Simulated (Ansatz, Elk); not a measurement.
# Bonding as seen by X-rays: SbIrO4

The structure of SbIrO4 used here is made up (a known structure type with other elements) and was relaxed beforehand with PBEsol. The aim is the Fourier transform of its all-electron density, F(hkl), set beside the sum over free spherical atoms that refinements use.

Program: Elk 11.2.3 (patched build). Level of theory: DFT, PBE, all-electron APW+lo, Dirac cores, scalar-relativistic bands, static density, no spin. Results are calculated unless marked as measured.

The structure was built from a prototype and need not be the compound's stable phase.

### 1. Set-up

Symmetry: I-4m2, No. 119, tetragonal system. The conventional cell has a = 4.005 Å, b = 4.005 Å, c = 9.775 Å, α = 90.00°, β = 90.00°, γ = 90.00°. Nearest to Ir lie 6 O at 2.00 to 2.03 Å. Nearest to Sb lie 6 O at 2.05 to 2.10 Å. Nearest to O lie 1 Ir at 2.00 Å and 2 Sb at 2.05 Å. O has 2 Ir at 2.03 Å and 1 Sb at 2.10 Å nearest. Farther neighbours and most contacts between anions are not listed.

### 2. Ground state and structure factors

An all-electron density is needed, since X-rays see the cores too. Task 0 finds the density and task 195 Fourier-transforms it; tshift is off so that phases refer to the origin typed.

Contents of elk.in:

```
tasks
  0
  195

xctype
  20

spinpol
  .false.

rgkmax
  7.0

gmaxvr
  14.0

lmaxo
  7

lmaxapw
  8

swidth
  0.002

tshift
  .false.

ramdisk
  .false.

hmaxvr
  5.5

maxscl
  120

epspot
  1e-06

sppath
  './'

avec
  -3.78380671294 3.78380671294 9.23585479038
  3.78380671294 -3.78380671294 9.23585479038
  3.78380671294 3.78380671294 -9.23585479038

atoms
  3
  'Ir.in'
  1
  0.0000000000 0.0000000000 -0.0000000000   0.000000 0.000000 0.000000
  'Sb.in'
  1
  0.7500000000 0.2500000000 0.5000000000   0.000000 0.000000 0.000000
  'O.in'
  4
  0.7952450286 0.7952450286 -0.0000000000   0.000000 0.000000 0.000000
  0.9645835156 0.4645835156 0.5000000000   0.000000 0.000000 0.000000
  0.2047549714 0.2047549714 0.0000000000   0.000000 0.000000 0.000000
  0.5354164844 0.0354164844 0.5000000000   0.000000 0.000000 0.000000

ngridk
  8 8 8
```

Run with:

```
$ OMP_NUM_THREADS=4 elk
```

Numbers of over 12 decimals in the logs are rounded to 6 here.

Log:

```text
┌─────────────────────────┐
│ Elk code version 11.2.3 │
└─────────────────────────┘

All units are atomic (Hartree, Bohr, etc.)

┌─────────────────────────────────────────────────┐
│ Ground-state run starting from atomic densities │
└─────────────────────────────────────────────────┘

Lattice vectors :
  -3.783806713       3.783806713       9.235854790
   3.783806713      -3.783806713       9.235854790
   3.783806713       3.783806713      -9.235854790

Reciprocal lattice vectors :
  0.3274062524E-16  0.8302730271      0.3401518024
  0.8302730271      0.3274062524E-16  0.3401518024
  0.8302730271      0.8302730271     -0.4157826511E-17

Unit cell volume      :    528.9260711
Brillouin zone volume :   0.4689695347

Muffin-tin inner radius fraction :   0.1000000000E-01

Nuclei treated as point charges

Species : 1 (Ir)
 parameters loaded from : Ir.in
 name : iridium
 nuclear charge    :   -77.00000000
 electronic charge :    77.00000000
 atomic mass :    350390.1562
 muffin-tin radius :    2.271758310
 number of radial points in muffin-tin :   1393
 inner part over the whole radius :   0.9976308209E-02
 number on inner part of muffin-tin    :    995
 approximate nuclear radius :   0.1024342351E-03
 number of mesh points to nuclear radius :    529
 atomic positions (lattice), magnetic fields (Cartesian) :
  1 :   0.00000000  0.00000000  0.00000000    0.00000000  0.00000000  0.00000000

Species : 2 (Sb)
 parameters loaded from : Sb.in
 name : antimony
 nuclear charge    :   -51.00000000
 electronic charge :    51.00000000
 atomic mass :    221954.9021
 muffin-tin radius :    2.449260641
 number of radial points in muffin-tin :   1193
 inner part over the whole radius :   0.9923493640E-02
 number on inner part of muffin-tin    :    849
 approximate nuclear radius :   0.8886795689E-04
 number of mesh points to nuclear radius :    431
 atomic positions (lattice), magnetic fields (Cartesian) :
  1 :   0.75000000  0.25000000  0.50000000    0.00000000  0.00000000  0.00000000

Species : 3 (O)
 parameters loaded from : O.in
 name : oxygen
 nuclear charge    :   -8.000000000
 electronic charge :    8.000000000
 atomic mass :    29165.12205
 muffin-tin radius :    1.375745987
 number of radial points in muffin-tin :    593
 inner part over the whole radius :   0.9821488183E-02
 number on inner part of muffin-tin    :    404
 approximate nuclear radius :   0.5115538663E-04
 number of mesh points to nuclear radius :    176
 atomic positions (lattice), magnetic fields (Cartesian) :
  1 :   0.79524503  0.79524503  0.00000000    0.00000000  0.00000000  0.00000000
  2 :   0.96458352  0.46458352  0.50000000    0.00000000  0.00000000  0.00000000
  3 :   0.20475497  0.20475497  0.00000000    0.00000000  0.00000000  0.00000000
  4 :   0.53541648  0.03541648  0.50000000    0.00000000  0.00000000  0.00000000

Total number of atoms per unit cell :    6
Total muffin-tin volume :    154.2834959
 ratio of muffin-tin to unit cell volume :   0.2916919856

Spin treatment :
 spin-unpolarised

Number of Bravais lattice symmetries :   16
Number of crystal symmetries         :    8
Crystal has no inversion symmetry
Complex Hermitian eigensolver will be used

k-point grid :      8     8     8
k-point offset :    0.000000000       0.000000000       0.000000000
k-point set is reduced with full crystal symmetry group
Total number of k-points :       87

Muffin-tin radius times maximum |G+k| :    7.000000000
 using average radius
Maximum |G+k| for APW functions       :    4.107980056
Maximum (1/2)|G+k|²                   :    8.437750069
Maximum |G| for potential and density :    14.00000000
Constant for pseudocharge density :    9
 order of it for each species :   16  16  16
 order of it for pair densities of each species (exact exchange by exxq0 0: 17) :   16  16   5
Radial integration step length :    1

G-vector grid sizes :     48    48    48
Number of G-vectors :    24517

Maximum angular momentum used for
 APW functions            :    8
[...]
electron entropic           :    -0.69063119635163E-03
 total energy                :     -24645.070031122

Density of states at Fermi energy :    53.99768115
 (states/Hartree/unit cell)

Estimated indirect band gap :   0.2313402027E-02
 from k-point 82 to k-point 10
Estimated direct band gap   :   0.2928570803E-01
 at k-point 10

Charges :
 core                        :    92.00000000
 valence                     :    68.00000000
 interstitial                :    10.76052532
 muffin-tins (core leakage)
  species : 1 (Ir)
[...]
species : 2 (Sb)
[...]
species : 3 (O)
[...]
total in muffin-tins        :    149.2394747
 total calculated charge     :    159.9883793
 total charge                :    160.0000000
 error                       :   0.1162068314E-01

RMS change in Kohn-Sham potential (target) :    1.099511687     (  0.1000000000E-05)
Absolute change in total energy (target)   :   0.7448058378     (  0.1000000000E-03)

[... loops 3 to 16 left out ...]

┌──────────────────┐
│ Loop number : 17 │
└──────────────────┘

Energies :
 Fermi                       :     0.273362
 sum of occupied eigenvalues :     -15047.990762039
 electron kinetic            :      27496.493872837
 core electron kinetic       :      26515.549865431
 Coulomb                     :     -51585.013592562
 Coulomb potential           :     -41820.595632125
 nuclear-nuclear             :     -1989.4772442879
 electron-nuclear            :     -57403.982333712
 Hartree                     :      7808.4459854375
 Madelung                    :     -30674.715776500
 xc potential                :     -723.88900275110
 exchange                    :     -545.53729357239
 correlation                 :     -8.614025
 electron entropic           :    -0.54644508711334E-03
 total energy                :     -24642.671584846

Density of states at Fermi energy :    41.11046879
 (states/Hartree/unit cell)

Estimated indirect band gap :   0.5996504911E-03
 from k-point 79 to k-point 56
Estimated direct band gap   :   0.2361066767E-01
 at k-point 56

Charges :
 core                        :    92.00000000
 valence                     :    68.00000000
 interstitial                :    11.16306645
 muffin-tins (core leakage)
  species : 1 (Ir)
[...]
species : 2 (Sb)
[...]
species : 3 (O)
[...]
total in muffin-tins        :    148.8369336
 total calculated charge     :    159.9892186
 total charge                :    160.0000000
 error                       :   0.1078140316E-01

RMS change in Kohn-Sham potential (target) :   0.6222237372E-06 (  0.1000000000E-05)
Absolute change in total energy (target)   :   0.9896255142E-04 (  0.1000000000E-03)

Convergence targets achieved

┌──────────────────┐
│ Loop number : 18 │
└──────────────────┘

Energies :
 Fermi                       :     0.273362
 sum of occupied eigenvalues :     -15047.990755460
 electron kinetic            :      27496.493872000
 core electron kinetic       :      26515.549867129
 Coulomb                     :     -51585.013584377
 Coulomb potential           :     -41820.595639826
 nuclear-nuclear             :     -1989.4772442879
 electron-nuclear            :     -57403.982309671
 Hartree                     :      7808.4459695818
 Madelung                    :     -30674.715764464
 xc potential                :     -723.88898763374
 exchange                    :     -545.53729340498
 correlation                 :     -8.614025
 electron entropic           :    -0.54644498182768E-03
 total energy                :     -24642.671577317

Density of states at Fermi energy :    41.11046909
 (states/Hartree/unit cell)

Estimated indirect band gap :   0.5996494693E-03
 from k-point 79 to k-point 56
Estimated direct band gap   :   0.2361066383E-01
 at k-point 56

Charges :
 core                        :    92.00000000
 valence                     :    68.00000000
 interstitial                :    11.16306629
 muffin-tins (core leakage)
  species : 1 (Ir)
[...]
species : 2 (Sb)
[...]
species : 3 (O)
[...]
atom 2                    :    6.372604653     (  0.1420460362E-05)
   atom 3                    :    6.425042311     (  0.1431327525E-05)
   atom 4                    :    6.372604653     (  0.1420460362E-05)
 total in muffin-tins        :    148.8369337
 total calculated charge     :    159.9892186
 total charge                :    160.0000000
 error                       :   0.1078140352E-01

┌──────────────────────────────┐
│ Self-consistent loop stopped │
└──────────────────────────────┘

Warning : core states of species 1 leak from the muffin-tin :   0.3438244150E-02

Warning : core states of species 2 leak from the muffin-tin :   0.1739605158E-02

Wrote STATE.OUT
```

Wall time 4.3 min (4 threads of Arm Neoverse V1, shared host); peak memory 0.24 GiB; 16 min of CPU time.

SFACRHO.OUT:

```text

h k l indices transformed by vhmat matrix:
   1.000000000       0.000000000       0.000000000    
   0.000000000       1.000000000       0.000000000    
   0.000000000       0.000000000       1.000000000    

      h      k      l  multipl.   |H|            Re(F)            Im(F)           |F|

      0      0      0      1   0.0000000       160.00000      0.17455168E-15   160.00000    
      1      1     -1      2  0.68030360       26.670148      0.84872494E-14   26.670148    
     -1      0      0      4  0.89724943       74.101769       47.879190       88.224083    
      0     -1      0      4  0.89724943       74.101769      -47.879190       88.224083    
      1     -1      0      4   1.1741834       24.697129      0.28207603E-13   24.697129    
     -2     -1      1      4   1.3155541       56.345440      -33.714630       65.661898    
      1      2     -2      4   1.3155541       56.345440       33.714630       65.661898    
     -2      0      1      8   1.3570260       85.444996      0.32802072E-13   85.444996    
      2      2     -2      2   1.3606072       117.61907     -0.19727120E-13   117.61907    
      1     -1     -1      4   1.6605461       119.32196      0.31381036E-15   119.32196    
     -2      0      2      4   1.7944989       23.200055      0.79623979E-01   23.200192    
     -2      0      0      4   1.7944989       23.200055     -0.79623979E-01   23.200192    
     -3     -1      2      8   1.7972086       20.997213     -0.80284791E-13   20.997213    
     -1      0      2      8   1.8874506       61.366483       38.378196       72.379080    
      2     -1     -1      8   1.8874506       61.366483      -38.378196       72.379080    
      2      3     -3      4   1.8925999       67.521359      -44.216556       80.710828    
     -3     -2      2      4   1.8925999       67.521359       44.216556       80.710828    
     -3     -3      3      2   2.0409108       24.697802     -0.73403238E-13   24.697802
```

Elk indexes on the primitive cell of elk.in and gives |H| = 4π sin θ/λ in inverse bohr. Below, one row stands for each form hkl of the conventional cell (m members, Friedel mates merged), F is for one primitive cell and the density is static (no thermal factor). Free-atom factors are Waasmaier and Kirfel's, and R is Σm||F|−|F'||/Σm|F|.

```
hkl   m  sin θ/λ (Å⁻¹)  abs F, DFT  neutral atoms   diff.  abs of complex diff.
002   2          0.102      26.670         26.467  +0.203                 0.203
101   8          0.135      88.224         88.239  -0.015                 0.125
110   4          0.177      24.697         24.641  +0.056                 0.056
103   8          0.198      65.662         66.268  -0.606                 0.609
112   8          0.204      85.445         86.202  -0.757                 0.757
004   2          0.205     117.619        117.154  +0.465                 0.465
200   4          0.250     119.322        118.764  +0.558                 0.558
202   8          0.270      23.200         23.433  -0.233                 0.247
114   8          0.270      20.997         21.002  -0.004                 0.004
211  16          0.284      72.379         72.250  +0.129                 0.187
105   8          0.285      80.711         80.435  +0.276                 0.302
006   2          0.307      24.698         25.117  -0.420                 0.420
213  16          0.319      58.729         58.781  -0.052                 0.052
204   8          0.323      98.561         98.504  +0.057                 0.071
```

### 3. The highest occupied states alone

An energy window below the Fermi level keeps the highest occupied states, to see at which angles they scatter; shallow core shells can lie inside it and anion s states outside. No new self-consistency is needed.

Changes to elk.in since step 2:

```diff
@@ -1,3 +1,2 @@
 tasks
-  0
   195
@@ -40,2 +39,5 @@
 
+wsfac
+  -0.167630 0.573360
+
 sppath
```

Run with:

```
$ OMP_NUM_THREADS=4 elk
```

Log:

```text
┌─────────────────────────────────┐
│ Elk code version 11.2.3 started │
└─────────────────────────────────┘

Info(readinput): the functional depends on the density's gradient
 muffin-tin radial points multiplied by    2.00000
 (not where nrmtscf is given)

┌────────────────────┐
│ Current task : 195 │
└────────────────────┘
Info(checkmt): changed muffin-tin radius of species 1 (Ir) from   2.8000 to   2.2718
Info(checkmt): changed muffin-tin radius of species 2 (Sb) from   2.6000 to   2.4493
Info(checkmt): changed muffin-tin radius of species 3 (O) from   1.8000 to   1.3757

Info(sfacrho): density structure factors written to SFACRHO.OUT

 Energy window :  -0.1676300000      0.5733600000

┌──────────────────┐
│ Elk code stopped │
└──────────────────┘
```

It took 13 s on 4 threads; peak memory 0.2 GiB; 20 s of CPU time.

States within 12 eV below the Fermi level hold 29.84 electrons; any levels below the window count with the cores, and a count that is not whole means the window cuts a band. Their amplitudes can exceed the total, where window and core parts have opposite phase:

```csv
hkl,sin θ/λ (Å⁻¹),"abs F, window","abs F, all"
002,0.102,4.389,26.670
101,0.135,7.157,88.224
110,0.177,2.817,24.697
103,0.198,3.321,65.662
112,0.204,6.554,85.445
004,0.205,8.796,117.619
200,0.250,9.855,119.322
202,0.270,1.238,23.200
114,0.270,0.488,20.997
211,0.284,2.083,72.379
```

### 4. Another functional

The difference from free atoms is small, so it is set against the change that PBEsol makes.

Changes to elk.in since step 3:

```diff
@@ -1,2 +1,3 @@
 tasks
+  0
   195
@@ -4,3 +5,3 @@
 xctype
-  20
+  22
 
@@ -39,5 +40,2 @@
 
-wsfac
-  -0.167630 0.573360
-
 sppath
```

Run with:

```
$ OMP_NUM_THREADS=4 elk
```

Log:

```text
┌─────────────────────────┐
│ Elk code version 11.2.3 │
└─────────────────────────┘

All units are atomic (Hartree, Bohr, etc.)

┌─────────────────────────────────────────────────┐
│ Ground-state run starting from atomic densities │
└─────────────────────────────────────────────────┘

Lattice vectors :
  -3.783806713       3.783806713       9.235854790
   3.783806713      -3.783806713       9.235854790
   3.783806713       3.783806713      -9.235854790

Reciprocal lattice vectors :
  0.3274062524E-16  0.8302730271      0.3401518024
[...]
species : 3 (O)
[...]
atom 3                    :    6.403393591     (  0.1482858795E-05)
   atom 4                    :    6.350536645     (  0.1471466339E-05)
 total in muffin-tins        :    148.7743941
 total calculated charge     :    159.9892439
 total charge                :    160.0000000
 error                       :   0.1075605045E-01

┌──────────────────────────────┐
│ Self-consistent loop stopped │
└──────────────────────────────┘

Warning : core states of species 1 leak from the muffin-tin :   0.3449827326E-02

Warning : core states of species 2 leak from the muffin-tin :   0.1771430349E-02

Wrote STATE.OUT
[key lines of the parts left out:]
total energy                :     -24633.864430021
```

The job ended after 4.4 min (4 threads; peak memory 0.24 GiB; 17 min of CPU time).

Against the first run R = 0.01 %; the largest change is -0.094 at 200.

### 5. A coarser k-mesh

About half the k-points along each axis test the sampling.

Changes to elk.in since step 4:

```diff
@@ -5,3 +5,3 @@
 xctype
-  22
+  20
 
@@ -64,2 +64,2 @@
 ngridk
-  8 8 8
+  4 4 4
```

Run with:

```
$ OMP_NUM_THREADS=4 elk
```

Log:

```text
┌─────────────────────────┐
│ Elk code version 11.2.3 │
└─────────────────────────┘

All units are atomic (Hartree, Bohr, etc.)

┌─────────────────────────────────────────────────┐
│ Ground-state run starting from atomic densities │
└─────────────────────────────────────────────────┘

Lattice vectors :
  -3.783806713       3.783806713       9.235854790
   3.783806713      -3.783806713       9.235854790
   3.783806713       3.783806713      -9.235854790

Reciprocal lattice vectors :
  0.3274062524E-16  0.8302730271      0.3401518024
[...]
species : 3 (O)
[...]
atom 3                    :    6.425275840     (  0.1431381864E-05)
   atom 4                    :    6.373401343     (  0.1420713672E-05)
 total in muffin-tins        :    148.8363816
 total calculated charge     :    159.9892405
 total charge                :    160.0000000
 error                       :   0.1075951278E-01

┌──────────────────────────────┐
│ Self-consistent loop stopped │
└──────────────────────────────┘

Warning : core states of species 1 leak from the muffin-tin :   0.3437142607E-02

Warning : core states of species 2 leak from the muffin-tin :   0.1739693923E-02

Wrote STATE.OUT
[key lines of the parts left out:]
total energy                :     -24642.668409338
```

It took 61 s on 4 threads; peak memory 0.23 GiB.

Against the first run R = 0.01 %; the largest change is -0.022 at 008.

### 6. Settings against the effect

```
          run  R against the first run (%)  R against neutral atoms, low angle (%)  wall time
PBE, rgkmax 7                         0.00                                    0.43    4.3 min
       PBEsol                         0.01                                    0.38    4.4 min
 k-mesh 4×4×4                         0.01                                    0.42       61 s
```

### 7. Outcome

- R against neutral atoms, sin θ/λ < 0.3 Å⁻¹: 0.43 %
- R against neutral atoms, 0.3 to 0.82 Å⁻¹: 0.22 %

In words: Independent neutral atoms miss the calculated amplitudes by R = 0.43 % below 0.3 Å⁻¹ and 0.22 % from there to 0.82 Å⁻¹; by shells, 0.07 % below 0.15 Å⁻¹ (2 forms), 0.49 % 0.15 to 0.3 (9 forms), 0.14 % 0.3 to 0.45 (17 forms), 0.23 % above 0.45 (110 forms). Bonding, aspherical density and the tables' own atoms all enter these figures, and the runs don't part them. The largest change of an amplitude is -0.76 electrons, at 112. R counts amplitudes alone; phases shift too. The window's part falls from 29.8 electrons at the origin to at most 1.62 between 0.45 and 0.82 Å⁻¹, where compact states inside the window still scatter. Below 0.3 Å⁻¹ the changes that finished (PBEsol and k-mesh 4×4×4) move F by R = 0.04 % at most, against the 0.43 % that separates it from free atoms. The basis has no finished test. These runs have no spin, though d or f shells may be open. Spin-orbit coupling is left out, which can matter for elements this heavy. Part of the difference isn't bonding: the tables are fits to free atoms and ions calculated by other methods than this functional. Thermal motion, anomalous dispersion and extinction are left out.

[Logs are printed without paths, hosts, clocks, repeated set-up lines and the standing remarks that a program may print on its own settings, such as how far it seeks lower states.]

[Hosts, paths, dates, database ids (printed as entryN), source tags and the programs' standing remarks are cut or masked in the printed files.]
